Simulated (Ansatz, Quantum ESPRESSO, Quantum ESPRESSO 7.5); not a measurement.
## Ballistic transmission: Sb chain with one atom pushed 1.0 Å aside at constant bond length

Wanted: the transmission near the Fermi level and the conductance of this junction: Sb chain with one atom pushed 1.0 Å aside at constant bond length.

Program: Quantum ESPRESSO 7.5. Level of theory: plane-wave DFT, PBEsol, GBRV ultrasoft pseudopotentials (cross-check by Ansatz 0.2.0 with PAW datasets). Results are calculated unless marked as measured.

**1. Starting point**

The cell holds 9 atoms: 9 Sb. Its edges and angles: a = 7.500 Å, b = 7.500 Å, c = 24.373 Å, α = 90.0°, β = 90.0°, γ = 90.0°. Regions: left lead, 4 atoms (4 Sb); channel, 1 atom (1 Sb); right lead, 4 atoms (4 Sb). Vacuum lies along a and b. The structure is stacked along c, and the current runs across the ab planes.

**2. SCF with pw.x**

One periodic cell holds a stretch of lead, the junction and more lead; the atoms stay as built.

Input file scf.in:

```
&control
  prefix = 'scf'
  outdir = './out'
  pseudo_dir = './pseudo'
  calculation = 'scf'
  tprnfor = .true.
/
&system
  ibrav = 0
  nat = 9
  ntyp = 1
  ecutwfc = 34
  ecutrho = 170
  occupations = 'smearing'
  smearing = 'mv'
  degauss = 0.01
/
&electrons
  conv_thr = 1e-07
  mixing_beta = 0.25
  electron_maxstep = 120
  mixing_mode = 'local-TF'
/
ATOMIC_SPECIES
  Sb  121.7600  sb_pbesol_v1.4.uspp.F.UPF
CELL_PARAMETERS angstrom
  7.50000000000000 0.00000000000000 0.00000000000000
  0.00000000000000 7.50000000000000 0.00000000000000
  0.00000000000000 0.00000000000000 24.37347538297980
ATOMIC_POSITIONS crystal
  Sb  0.500000000000 0.500000000000 0.000000000000
  Sb  0.500000000000 0.500000000000 0.112827570003
  Sb  0.500000000000 0.500000000000 0.225655140007
  Sb  0.500000000000 0.500000000000 0.338482710010
  Sb  0.633333333000 0.500000000000 0.443586214998
  Sb  0.500000000000 0.500000000000 0.548689719986
  Sb  0.500000000000 0.500000000000 0.661517289990
  Sb  0.500000000000 0.500000000000 0.774344859993
  Sb  0.500000000000 0.500000000000 0.887172429997
K_POINTS automatic
  1 1 3 0 0 0
```

Command:

```bash
OMP_NUM_THREADS=1 mpirun -n 2 pw.x -nk 1 -in scf.in > scf.out
```

Output:

```text
Program PWSCF v.7.5 starts
[citation notice left out]

     Parallel version (MPI & OpenMP), running on       2 processor cores
     Number of MPI processes:                 2
     Threads/MPI process:                     1

     MPI processes distributed on     1 nodes
[...]
Current dimensions of program PWSCF are:
     Max number of different atomic species (ntypx) = 10
     Max number of k-points (npk) =  40000
     Max angular momentum in pseudopotentials (lmaxx) =  4
     Message from routine setup:
     using ibrav=0 with symmetry is DISCOURAGED, use correct ibrav instead

     R & G space division:  proc/nbgrp/npool/nimage =       2
     Subspace diagonalization in iterative solution of the eigenvalue problem:
     a serial algorithm will be used

     Parallelization info
     --------------------
     sticks:   dense  smooth     PW     G-vecs:    dense   smooth      PW
     Min        1354    1088    276               173158   123932   15854
     Max        1355    1089    277               173173   123943   15865
     Sum        2709    2177    553               346331   247875   31719

     Using Slab Decomposition

     bravais-lattice index     =            0
     lattice parameter (alat)  =      14.1729  a.u.
     unit-cell volume          =    9252.0205 (a.u.)^3
     number of atoms/cell      =            9
     number of atomic types    =            1
     number of electrons       =       135.00
     number of Kohn-Sham states=           82
     kinetic-energy cutoff     =      34.0000  Ry
     charge density cutoff     =     170.0000  Ry
     scf convergence threshold =      1.0E-07
     mixing beta               =       0.2500
     number of iterations used =            8  local-TF  mixing
     Exchange-correlation= SLA  PW   PSX  PSC
                           (   1   4  10   8   0   0   0)

     celldm(1)=  14.172946  celldm(2)=   0.000000  celldm(3)=   0.000000
     celldm(4)=   0.000000  celldm(5)=   0.000000  celldm(6)=   0.000000

     crystal axes: (cart. coord. in units of alat)
               a(1) = (   1.000000   0.000000   0.000000 )
               a(2) = (   0.000000   1.000000   0.000000 )
               a(3) = (   0.000000   0.000000   3.249797 )

     reciprocal axes: (cart. coord. in units 2 pi/alat)
               b(1) = (  1.000000  0.000000  0.000000 )
               b(2) = (  0.000000  1.000000  0.000000 )
               b(3) = (  0.000000  0.000000  0.307712 )

     PseudoPot. # 1 for Sb read from file:
     ./pseudo/sb_pbesol_v1.4.uspp.F.UPF
     Pseudo is Ultrasoft + core correction, Zval = 15.0
     Generated by new atomic code, or converted to UPF format
     Using radial grid of  891 points,  6 beta functions with:
                l(1) =   0
                l(2) =   0
                l(3) =   1
                l(4) =   1
                l(5) =   2
                l(6) =   2
     Q(r) pseudized with  8 coefficients,  rinner =    1.350   1.350   1.350
                                                       1.350   1.350

     atomic species   valence    mass     pseudopotential
     Sb               15.00   121.76000     Sb( 1.00)

      2 Sym. Ops. (no inversion) found

   Cartesian axes

     site n.     atom                  positions (alat units)
         1        Sb     tau(   1) = (   0.5000000   0.5000000   0.0000000  )
         2        Sb     tau(   2) = (   0.5000000   0.5000000   0.3666667  )
         3        Sb     tau(   3) = (   0.5000000   0.5000000   0.7333333  )
         4        Sb     tau(   4) = (   0.5000000   0.5000000   1.1000000  )
         5        Sb     tau(   5) = (   0.6333333   0.5000000   1.4415650  )
         6        Sb     tau(   6) = (   0.5000000   0.5000000   1.7831301  )
         7        Sb     tau(   7) = (   0.5000000   0.5000000   2.1497967  )
         8        Sb     tau(   8) = (   0.5000000   0.5000000   2.5164634  )
         9        Sb     tau(   9) = (   0.5000000   0.5000000   2.8831301  )

     number of k points=     2  Marzari-Vanderbilt smearing, width (Ry)=  0.0100
                       cart. coord. in units 2pi/alat
        k(    1) = (   0.0000000   0.0000000   0.0000000), wk =   0.6666667
        k(    2) = (   0.0000000   0.0000000   0.1025705), wk =   1.3333333

     Dense  grid:   346331 G-vectors     FFT dimensions: (  60,  60, 192)

     Smooth grid:   247875 G-vectors     FFT dimensions: (  54,  54, 180)

     Estimated max dynamical RAM per process >     751.67 MB

     Estimated total dynamical RAM >       1.47 GB

     Initial potential from superposition of free atoms

     starting charge     125.9999, renormalised to     135.0000

     negative rho (up, down):  9.267E-04 0.000E+00
     Starting wfcs are   81 randomized atomic wfcs +    1 random wfcs

     total cpu time spent up to now is        3.1 secs

     per-process dynamical memory:   194.7 Mb

     Self-consistent Calculation

     iteration #  1     ecut=    34.00 Ry     beta= 0.25
     Davidson diagonalization with overlap
     ethr =  1.00E-02,  avg # of iterations = 10.0

     negative rho (up, down):  1.391E-01 0.000E+00

     total cpu time spent up to now is       15.7 secs

     total energy              =   -1663.78457421 Ry
     estimated scf accuracy    <      10.74611206 Ry

     iteration #  2     ecut=    34.00 Ry     beta= 0.25
[...]
negative rho (up, down):  1.072E+00 0.000E+00

[...]
total energy              =   -1659.00286643 Ry
     estimated scf accuracy    <       7.63023871 Ry

     iteration #  3     ecut=    34.00 Ry     beta= 0.25
[...]
negative rho (up, down):  8.784E-01 0.000E+00

[...]
total energy              =   -1660.57693397 Ry
     estimated scf accuracy    <       0.40756988 Ry

     iteration #  4     ecut=    34.00 Ry     beta= 0.25
[...]
negative rho (up, down):  7.118E-01 0.000E+00

[...]
total energy              =   -1660.49712861 Ry
     estimated scf accuracy    <       0.21169921 Ry

     iteration #  5     ecut=    34.00 Ry     beta= 0.25
[...]
negative rho (up, down):  6.646E-01 0.000E+00

[...]
total energy              =   -1660.50558759 Ry
     estimated scf accuracy    <       0.04689283 Ry

     iteration #  6     ecut=    34.00 Ry     beta= 0.25
[...]
negative rho (up, down):  1.699E-01 0.000E+00

[...]
total energy              =   -1660.47271999 Ry
     estimated scf accuracy    <       0.03391239 Ry

     iteration #  7     ecut=    34.00 Ry     beta= 0.25
[...]
negative rho (up, down):  1.047E-01 0.000E+00

[...]
total energy              =   -1660.46680352 Ry
     estimated scf accuracy    <       0.01294478 Ry

     iteration #  8     ecut=    34.00 Ry     beta= 0.25
[...]
negative rho (up, down):  2.004E-02 0.000E+00

[...]
total energy              =   -1660.46389550 Ry
     estimated scf accuracy    <       0.00314796 Ry

     iteration #  9     ecut=    34.00 Ry     beta= 0.25
[...]
negative rho (up, down):  1.350E-02 0.000E+00

[...]
total energy              =   -1660.46433940 Ry
     estimated scf accuracy    <       0.00015529 Ry

     iteration # 10     ecut=    34.00 Ry     beta= 0.25
[...]
negative rho (up, down):  1.103E-04 0.000E+00

[...]
total energy              =   -1660.46401895 Ry
     estimated scf accuracy    <       0.00017908 Ry

     iteration # 11     ecut=    34.00 Ry     beta= 0.25
[...]
negative rho (up, down):  4.529E-05 0.000E+00

[...]
total energy              =   -1660.46404678 Ry
     estimated scf accuracy    <       0.00001399 Ry

     iteration # 12     ecut=    34.00 Ry     beta= 0.25
[...]
negative rho (up, down):  1.125E-04 0.000E+00

[...]
total energy              =   -1660.46405400 Ry
     estimated scf accuracy    <       0.00000928 Ry

     iteration # 13     ecut=    34.00 Ry     beta= 0.25
[...]
negative rho (up, down):  9.136E-05 0.000E+00

[...]
total energy              =   -1660.46405364 Ry
     estimated scf accuracy    <       0.00000181 Ry

     iteration # 14     ecut=    34.00 Ry     beta= 0.25
[...]
negative rho (up, down):  1.470E-04 0.000E+00

[...]
total energy              =   -1660.46405279 Ry
     estimated scf accuracy    <       0.00000050 Ry

     iteration # 15     ecut=    34.00 Ry     beta= 0.25
[...]
negative rho (up, down):  1.369E-04 0.000E+00

[...]
End of self-consistent calculation

          k = 0.0000 0.0000 0.0000 ( 30957 PWs)   bands (ev):

   -30.9326 -30.9001 -30.8619 -30.7769 -30.7768 -30.7204 -30.7173 -30.7067
   -30.7047 -30.6922 -30.6788 -30.6741 -30.6602 -30.6472 -30.6449 -30.6423
   -30.6354 -30.6259 -30.6258 -30.6239 -30.6176 -30.6148 -30.6140 -30.6130
   -30.6128 -30.6126 -30.6123 -30.6113 -30.6097 -30.6062 -30.6060 -30.5997
   -30.5945 -30.5941 -30.5936 -30.5936 -30.5826 -30.5735 -30.5702 -30.5542
   -30.5503 -30.5381 -30.5326 -30.4859 -30.4513 -12.3219 -12.0771 -12.0454
   -11.3060 -11.2802 -10.0090  -9.9998  -8.3391  -8.2789  -5.3943  -5.1969
    -3.6345  -3.6022  -3.4378  -3.4341  -3.3787  -3.3594  -2.9146  -2.8850
    -2.6129  -2.6004  -2.1362  -2.0001  -1.4916  -1.4515  -1.4469  -1.3958
    -0.6417  -0.2958  -0.2949  -0.2552   1.1736   1.2540   1.4929   1.6633
     1.8022   2.3247

          k = 0.0000 0.0000 0.1026 ( 30966 PWs)   bands (ev):

   -30.9321 -30.9033 -30.8540 -30.8060 -30.7412 -30.7227 -30.7113 -30.7110
   -30.7049 -30.6998 -30.6833 -30.6751 -30.6695 -30.6533 -30.6374 -30.6349
   -30.6318 -30.6273 -30.6260 -30.6211 -30.6207 -30.6148 -30.6145 -30.6139
   -30.6133 -30.6128 -30.6124 -30.6121 -30.6068 -30.6054 -30.6026 -30.5949
   -30.5948 -30.5936 -30.5935 -30.5897 -30.5885 -30.5718 -30.5672 -30.5593
   -30.5553 -30.5513 -30.5212 -30.4851 -30.4515 -12.2972 -12.1992 -11.8630
   -11.6072 -10.9206 -10.4905  -9.4673  -8.8899  -7.8515  -5.8461  -4.5805
    -3.8502  -3.6064  -3.5391  -3.5133  -3.2933  -3.1675  -3.1105  -2.9122
    -2.6623  -2.4575  -2.2556  -1.9914  -1.8662  -1.4221  -1.0225  -0.9251
    -0.6843  -0.6147  -0.2042  -0.0736   0.2382   1.4648   1.5333   1.8625
     2.0954   2.2164

     the Fermi energy is    -1.9893 ev

!    total energy              =   -1660.46405359 Ry
     estimated scf accuracy    <       0.00000007 Ry
     smearing contrib. (-TS)   =      -0.00177992 Ry
     internal energy E=F+TS    =   -1660.46227367 Ry

     The total energy is F=E-TS. E is the sum of the following terms:
     one-electron contribution =   -1908.73739120 Ry
     hartree contribution      =     971.94630695 Ry
     xc contribution           =    -390.88627700 Ry
     ewald contribution        =    -332.78491242 Ry

     convergence has been achieved in  15 iterations

     negative rho (up, down):  1.369E-04 0.000E+00

     Forces acting on atoms (cartesian axes, Ry/au):

     atom    1 type  1   force =    -0.00153973    0.00000000    0.01122352
     atom    2 type  1   force =     0.00447483    0.00000000   -0.00715142
     atom    3 type  1   force =    -0.00464743    0.00000000    0.00126886
     atom    4 type  1   force =     0.00307068    0.00000000    0.00154299
     atom    5 type  1   force =    -0.00270815    0.00000000    0.00000101
     atom    6 type  1   force =     0.00306818    0.00000000   -0.00155115
     atom    7 type  1   force =    -0.00465150    0.00000000   -0.00127247
     atom    8 type  1   force =     0.00447393    0.00000000    0.00715896
     atom    9 type  1   force =    -0.00154081    0.00000000   -0.01122030

     Total force =     0.021828     Total SCF correction =     0.000294

[...]
=------------------------------------------------------------------------------=
   JOB DONE.
=------------------------------------------------------------------------------=
```

The job ended after 2.4 min (2 MPI ranks of Arm Neoverse V1, shared host; peak memory 1.5 GiB; 4.8 min of CPU time).

Numbers from this step:

* free energy: -22591.7644 eV
* Fermi energy: -1.989 eV

The program's own clock; routines nest. Time by routine:

```csv
routine,wall time (s),calls
PWSCF,143.1,1
electrons,138.1,1
c_bands,90.66,15
cegterg,89.21,30
h_psi,58.44,164
fftw,50.62,14724
vloc_psi,44.9,164
sum_band,22.26,15
mix_rho,13.22,15
newd,10.46,16
calbec,9.65,202
ffts,8.47,1753
h_psi:calbec,6.5,164
add_vuspsi,6.44,164
```

The run needed 15 iterations to bring the estimated error under 1e-07 Ry; the largest force on any atom, held or free, is 0.29 eV/Å.

(Continued in part 2 of 3.)

[Logs are printed without paths, hosts, clocks, repeated set-up lines and the standing remarks that a program may print on its own settings, such as how far it seeks lower states.]

[Hosts, paths, dates, database ids (printed as entryN), source tags and the programs' standing remarks are cut or masked in the printed files.]

[Maps of the electrostatic potential energy from Ansatz leave out the sawtooth potential of an applied field or a dipole correction, so their vacuum need not be flat; planar profiles and work functions include it.]
